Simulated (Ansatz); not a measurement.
# Is the response still linear at 0.4 V/Å? Rh(110), 9 layers

The dipole of a slab grows in proportion to a weak field along its normal. Does the weak-field slope carry to a strong field?

Set-up. Ansatz 0.2.0, plane waves with PAW datasets (its set soft_2), PBE; atoms held at bulk places, 18 Å of vacuum, dipole correction, cell area 10.21 Å², 14×18 k-points, smearing 0.1 eV. Without field the slab has no gap over 0.05 eV.

```tsv
run	field (V/Å)	dipole (e·Å)
run 1	−0.10	−0.07817
run 2	−0.05	−0.03908
run 3	0.00	0.00000
run 4	0.05	0.03908
run 5	0.10	0.07817
run 6	0.40	?
```

**Question.** What value belongs in the row marked “?”, and how far can the other rows tell?

A least-squares line through the 5 rows shown has slope 0.781680 and intercept 0.000000; no row lies more than 0.00001 e·Å off it. A perfect conductor with that slope would be 180.95 × 0.78168 / 10.21 = 13.85 Å thick. At 0.40 it gives 0.781680 × 0.40 + 0.000000 = 0.31267 e·Å, beyond the rows fitted. Rounding and scatter of the rows alone allow about ±0.00002 e·Å there.

The run itself gives 0.31292 e·Å: a miss of +0.00025 e·Å. That is under 1 % of the induced dipole, so the response is still linear.

**Limits.** Ions are held, so this is the electronic response. Of the series that stay linear within 1 %, this collection keeps about one in seven, and it keeps all that bend.

[Logs are printed without paths, hosts, clocks, repeated set-up lines and the standing remarks that a program may print on its own settings, such as how far it seeks lower states.]
